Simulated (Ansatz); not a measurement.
# YSe (Fm-3m): Grüneisen parameters, part 2 of 2

Does YSe (Fm-3m) expand much on heating, by its phonons?

Ansatz 0.2.0; DFT PBEsol, scalar-relativistic, plane waves, PAW; PAW set soft_1.

So far, highest frequency on path, mesh or solved points (cm⁻¹): step 2 (phonons on a q mesh) 213; step 4 (phonons at the other volume, volume ratio 0.97) 226.

## Step 5: Relaxing at another volume, volume ratio 1.03

The volume is scaled by 1.03 and held; symmetry leaves nothing to relax, so this is a single point. The modes can then be followed against volume.

The input, input.yaml:

```yaml
crystal:
  lattice:
    - [0.0, 2.8726351387, 2.8726351387]
    - [2.8726351387, 0.0, 2.8726351387]
    - [2.8726351387, 2.8726351387, 0.0]
  atoms:
    - { symbol: "Y", position: [0.5, 0.5, 0.5] }
    - { symbol: Se, position: [0.0, 0.0, 0.0] }
kpoints:
  mp_grid: { grid: [12, 12, 12] }
hamiltonian:
  xc: pbesol
  pseudopotentials: { kind: paw, azcp: { folder: soft_1 }, xc_functional: pbe }
scf:
  occupations: { method: methfessel_paxton, width: 0.2 }
output:
  forces: true
  stress: true
  eigenvalues: true
```

Run with:

```bash
$ ansatz run input.yaml --threads 4 --pin off --max-ram 10240MiB --backend cpu --events-out ev --progress --plain --runs-dir out
```

What it wrote:

```text
[...]
Crystal: 2 atoms, lattice volume = 47.410 Å³
Basis set: ecut = 420 eV, 941 PW (Γ), exchange–correlation on 60×60×60 points (8 copies of the dense FFT grid, shifted against one another)
Bands: 18, of which v1, the nominal top of the filled ones, is band 14 counted from 1 (13 counted from 0)
Symmetry: 48 space group operations
[...]
k-points: 72 of 1728
[...]
k-point 0: bands = [... 10 lower, 9.4264, 9.4264, 9.4264, 12.2109, 12.2109, 12.2109, 12.9862, 12.9862, ... 4 higher]
  k-point 1: bands = [... 10 lower, 8.9510, 9.2100, 9.2100, 12.2954, 12.3425, 12.3425, 13.3075, 13.3075, ... 4 higher]
  k-point 2: bands = [... 10 lower, 8.0141, 8.7481, 8.7481, 12.4035, 12.6752, 12.6752, 14.1321, 14.1321, ... 4 higher]
  k-point 71: bands = [... 10 lower, 7.2854, 7.3769, 7.3769, 13.2413, 13.2413, 14.6813, 15.2900, 15.5936, ... 4 higher]
[key lines of the parts left out:]
SCF converged after 8 iterations
Free energy (F): -9223.023532 eV
Fermi energy:    12.430592 eV
P = ⅓ Tr σ = -2.4139 GPa (-24.139 kbar)
```

The job ended after 1.2 s (4 threads of Intel Xeon 6975P-C (Granite Rapids), shared host; peak memory 0.46 GiB; 3.9 s of CPU time).

Read from the output:

| Quantity | Value |
| --- | --- |
| pressure | -2.414 GPa |
| volume per atom | 23.71 Å³ |

The run ends at a pressure of -2.41 GPa.

## Step 6: Phonons at the other volume, volume ratio 1.03

The phonons are repeated at this volume on the same meshes, so that differences come from the volume alone.

input.yaml: that of step 5 with these lines changed.

```diff
@@ -16,4 +16,11 @@
 output:
-  forces: true
-  stress: true
   eigenvalues: true
+phonons:
+  method: dfpt
+  qmesh: [4, 4, 4]
+  temperatures: { t_max: 1000, t_step: 50 }
+  qpath:
+    path:
+      - [[0.0, 0.0, 0.0], [0.5, 0.0, 0.5], [0.625, 0.25, 0.625]]
+      - [[0.375, 0.375, 0.75], [0.0, 0.0, 0.0], [0.5, 0.5, 0.5], [0.5, 0.25, 0.75], [0.5, 0.0, 0.5]]
+    npoints: 10
```

What it wrote:

```text
[...]
Crystal: 2 atoms, lattice volume = 47.410 Å³
Basis set: ecut = 420 eV, 941 PW (Γ), exchange–correlation on 60×60×60 points (8 copies of the dense FFT grid, shifted against one another)
Bands: 18, of which v1, the nominal top of the filled ones, is band 14 counted from 1 (13 counted from 0)
Symmetry: 48 space group operations
k-points: 72 of 1728
[...]
k-point 71: bands = [... 10 lower, 7.2854, 7.3769, 7.3769, 13.2413, 13.2413, 14.6813, 15.2900, 15.5936, ... 4 higher]
[...]
ASR residual: 1.120e-5 → 0.000e0 eV/Å²; symmetrization residual: 7.971e-6 eV/Å²
  ASR residual per site (eV/Å²): 3.33e-6 1.12e-5
  Γ frequencies (cm⁻¹): 0.00 0.00 0.00 201.22 201.22 201.22
--- Phonons (arbitrary-q DFPT): 8 irreducible q on the 4×4×4 mesh ---
[...]
interpolated dispersion: 62 rows × 6 modes
[...]
[key lines of the parts left out:]
SCF converged after 10 iterations
Free energy (F): -9223.023532 eV
Fermi energy:    12.430583 eV
```

Wall time 4.9 min (4 threads); peak memory 3.6 GiB; 18 min of CPU time.

Read from the output:

```yaml
sum_rule_residual_before_enforcement: 1.12e-5 eV/Å²
highest_frequency_on_path_mesh_or_solved_points: 201.2 cm⁻¹
mean_frequency: 133.4 cm⁻¹
debye_temperature_second_moment: 267 K
logarithmic_mean_frequency: 121.4 cm⁻¹
highest_optical_mode_at_the_zone_centre_no_lo_to_term: 201.2 cm⁻¹
lowest_optical_zone_centre_mode: 201.2 cm⁻¹
lowest_mode_on_the_q_mesh_acoustic_modes_at_gamma_apart: 49.49 cm⁻¹
zero_point_energy_per_atom: 24.81 meV
heat_capacity_at_300_k: 23.99 J/(mol atoms K)
vibrational_entropy_at_300_k: 38.93 J/(mol atoms K)
edges_of_the_widest_gap_between_branches_on_path_and_mesh: 125.5, 160.6 cm⁻¹
```

The highest optical mode at the zone centre (no LO-TO term) is 201.2 cm⁻¹, -12.0 cm⁻¹ against the base run.

## Step 7: Grüneisen parameters

The Grüneisen parameter of a mode is minus the logarithmic change of its frequency with volume, −d ln ω / d ln V; weighted by heat capacity it gives the expansion.

This step gave:

```yaml
bulk_modulus: 87.5 GPa
```

Phonon branches along the path, in cm⁻¹:

| point | branch 1 | branch 2 | branch 3 | branch 4 | branch 5 | branch 6 |
| --- | --- | --- | --- | --- | --- | --- |
| Γ | 0 | 0 | 0 | 213 | 213 | 213 |
| halfway | 50 | 50 | 126 | 175 | 212 | 212 |
| X | 60 | 64 | 64 | 208 | 208 | 208 |
| halfway | 54 | 74 | 75 | 205 | 205 | 207 |
| U | 47 | 93 | 94 | 195 | 196 | 206 |
| jump to K | 47 | 93 | 94 | 195 | 196 | 206 |
| halfway | 59 | 108 | 116 | 183 | 184 | 210 |
| Γ | 0 | 0 | 0 | 213 | 213 | 213 |
| halfway | 81 | 81 | 98 | 198 | 200 | 200 |
| L | 106 | 134 | 134 | 169 | 169 | 181 |
| halfway | 78 | 92 | 125 | 174 | 196 | 196 |
| W | 67 | 67 | 109 | 173 | 206 | 206 |
| halfway | 52 | 76 | 84 | 194 | 206 | 209 |
| X | 60 | 64 | 64 | 208 | 208 | 208 |

The same for volume x 0.97:

| point | branch 1 | branch 2 | branch 3 | branch 4 | branch 5 | branch 6 |
| --- | --- | --- | --- | --- | --- | --- |
| Γ | 0 | 0 | 0 | 226 | 226 | 226 |
| X | 61 | 65 | 65 | 222 | 222 | 222 |
| U | 47 | 97 | 99 | 207 | 208 | 220 |
| K | 47 | 97 | 99 | 207 | 208 | 220 |
| Γ | 0 | 0 | 0 | 226 | 226 | 226 |
| L | 119 | 143 | 143 | 178 | 178 | 190 |
| W | 68 | 68 | 119 | 182 | 220 | 220 |
| X | 61 | 65 | 65 | 222 | 222 | 222 |

The same for volume x 1.03:

| point | branch 1 | branch 2 | branch 3 | branch 4 | branch 5 | branch 6 |
| --- | --- | --- | --- | --- | --- | --- |
| Γ | 0 | 0 | 0 | 201 | 201 | 201 |
| X | 59 | 64 | 64 | 194 | 196 | 196 |
| U | 47 | 88 | 89 | 184 | 184 | 192 |
| K | 47 | 88 | 89 | 184 | 184 | 192 |
| Γ | 0 | 0 | 0 | 201 | 201 | 201 |
| L | 94 | 126 | 126 | 161 | 161 | 173 |
| W | 66 | 66 | 100 | 164 | 193 | 193 |
| X | 59 | 64 | 64 | 194 | 196 | 196 |

The first set of phonon branches as a text plot (rows in cm⁻¹):

```
    221 |
    212 |***************       ************                 *****
    202 |  *      ***  ********   **       **          *********
    193 |   *    *       **      *           *      ***      *
    183 |    ** *          **   *             *******       *
    174 |      *            ****               ** **********
    165 |                                        *
    155 |
    146 |
    136 |                                        **
    127 |      *             ***                * *****
    118 |    **             *****              *       **
    108 |       *          **   **           ****** *    ***
     99 |   *              *                **     * *      *
     89 |        *       **      *                  ***      *
     80 |               *         **       **         ***   ***
     71 |  *      **  **          **      *            *****  **
     61 |       *******      ****   *      *               *   **
     52 |      *       *** **    *        *                 ***
     42 |    **           *       ***    *
     33 | * *                        *   *
     24 |  *                        **  *
     14 | *                          *  *
      5 |*                            **
         Γ           X  U|K            Γ         L        W     X
```

Mode Grueneisen parameter -dln(w)/dln(V), modes matched by rank; at Γ the acoustic branches take the value of a neighbouring point of the path. Mode grüneisen parameters along the path, in :

| point | branch 1 | branch 2 | branch 3 | branch 4 | branch 5 | branch 6 |
| --- | --- | --- | --- | --- | --- | --- |
| Γ | -0.44 | -0.44 | 2.23 | 1.92 | 1.92 | 1.92 |
| halfway | 0.17 | 0.17 | 2.67 | 1.68 | 2.01 | 2.01 |
| X | 0.67 | 0.39 | 0.39 | 2.19 | 2.09 | 2.12 |
| halfway | 0.55 | 0.93 | 1.00 | 2.09 | 2.07 | 2.21 |
| U | 0.14 | 1.63 | 1.86 | 2.03 | 1.99 | 2.20 |
| jump to K | 0.14 | 1.63 | 1.86 | 2.03 | 1.99 | 2.20 |
| halfway | 0.23 | 2.35 | 2.41 | 1.81 | 1.75 | 2.03 |
| Γ | -0.27 | 2.52 | 1.68 | 1.92 | 1.92 | 1.92 |
| halfway | 2.07 | 2.07 | 1.75 | 1.95 | 1.85 | 1.85 |
| L | 4.00 | 2.15 | 2.15 | 1.69 | 1.69 | 1.58 |
| halfway | 2.49 | 1.69 | 2.51 | 1.66 | 2.05 | 2.01 |
| W | 0.37 | 0.37 | 3.04 | 1.67 | 2.18 | 2.18 |
| halfway | 0.45 | 0.48 | 1.98 | 2.00 | 2.20 | 2.12 |
| X | 0.67 | 0.39 | 0.39 | 2.19 | 2.09 | 2.12 |

The mode Grüneisen parameters as a text plot (rows in , shown from -0.3 to 3.5 only):

```
   3.38 |                                           *
   3.22 |                                      *
   3.06 |                    **                          **
   2.90 |                   *  *                     *     *
   2.74 |      **                                       *
   2.59 |        *                   ***      *       **    *
   2.43 |    **            *   ******                **
   2.27 |****          ****  **                     *       ****
   2.11 |        ********* ***** *      ************  ***********
   1.95 |*********      ****    **************     *****     *
   1.79 |  **** *         * *   ****        ***** ****      *
   1.64 |      *         **  ***    ****   *    ************  *
   1.48 |                *                *            *
   1.32 |               *               **              *
   1.16 |           *   *                               *
   1.00 |              *
   0.85 |
   0.69 |            **                                        **
   0.53 |             **                                 *  *****
   0.37 |       ******  *                                 ****  *
   0.21 |      *         **  ****
   0.05 |    **            **    ***
  -0.10 |                           *
  -0.26 |  **                        ***
         Γ           X  U|K            Γ         L        W     X
```

(dS/dlnV)/C_V. Table of thermodynamic Grueneisen parameter by temperature:

| temperature (K) | thermodynamic Grueneisen parameter |
| --- | --- |
| 50 | 1.66 |
| 100 | 1.80 |
| 150 | 1.83 |
| 200 | 1.84 |
| 250 | 1.84 |
| 300 | 1.84 |
| 350 | 1.85 |
| 400 | 1.85 |
| 450 | 1.85 |
| 500 | 1.85 |
| 550 | 1.85 |
| 600 | 1.85 |
| 650 | 1.85 |
| 700 | 1.85 |
| 750 | 1.85 |
| 800 | 1.85 |
| 850 | 1.85 |
| 900 | 1.85 |
| 950 | 1.85 |
| 1000 | 1.85 |

Gamma C_V/(B V) at the static volume. The volume expansion by temperature:

| temperature (K) | volume expansion (1e-6/K) |
| --- | --- |
| 50 | 12.3 |
| 100 | 26.1 |
| 150 | 31.8 |
| 200 | 34.3 |
| 250 | 35.6 |
| 300 | 36.3 |
| 350 | 36.8 |
| 400 | 37.1 |
| 450 | 37.3 |
| 500 | 37.4 |
| 550 | 37.5 |
| 600 | 37.6 |
| 650 | 37.7 |
| 700 | 37.7 |
| 750 | 37.8 |
| 800 | 37.8 |
| 850 | 37.8 |
| 900 | 37.9 |
| 950 | 37.9 |
| 1000 | 37.9 |

## Step 8: Summary of results

```
bulk modulus                               : 87.5 GPa
thermodynamic Grüneisen parameter at 300 K : 1.845
volume expansion at 300 K, estimated       : 36.33 × 10⁻⁶ K⁻¹
```

By this estimate the volume grows by 36.3 × 10⁻⁶ per kelvin at 300 K. The highest optical mode at Γ goes from 226 to 201 cm⁻¹ as the cell grows, a Grüneisen parameter of 1.92. Mode parameters on the path run from -0.44 to 4, with a median of 1.9. Modes with negative values stiffen as the cell grows and pull against the expansion. Branches are matched by rank, so values near crossings are rough. The expansion is the Grüneisen estimate at the static volume, with the static bulk modulus. With no gap, or one that is small against the smearing, the frequencies hang on the k mesh and the smearing, most of all near Kohn anomalies. The phonon runs are without spin polarisation, although the cell has an odd electron count. The PAW files were made for PBE and serve the other functionals too.

[Long decimals in the printed logs are rounded to 6 places.]

[Logs are printed without paths, hosts, clocks, repeated set-up lines and the standing remarks that a program may print on its own settings, such as how far it seeks lower states.]

[Hosts, paths, dates, database ids (printed as entryN), source tags and the programs' standing remarks are cut or masked in the printed files.]

[Where the starting crystal was built by hand or by swapping elements, it need not be the compound's stable phase.]
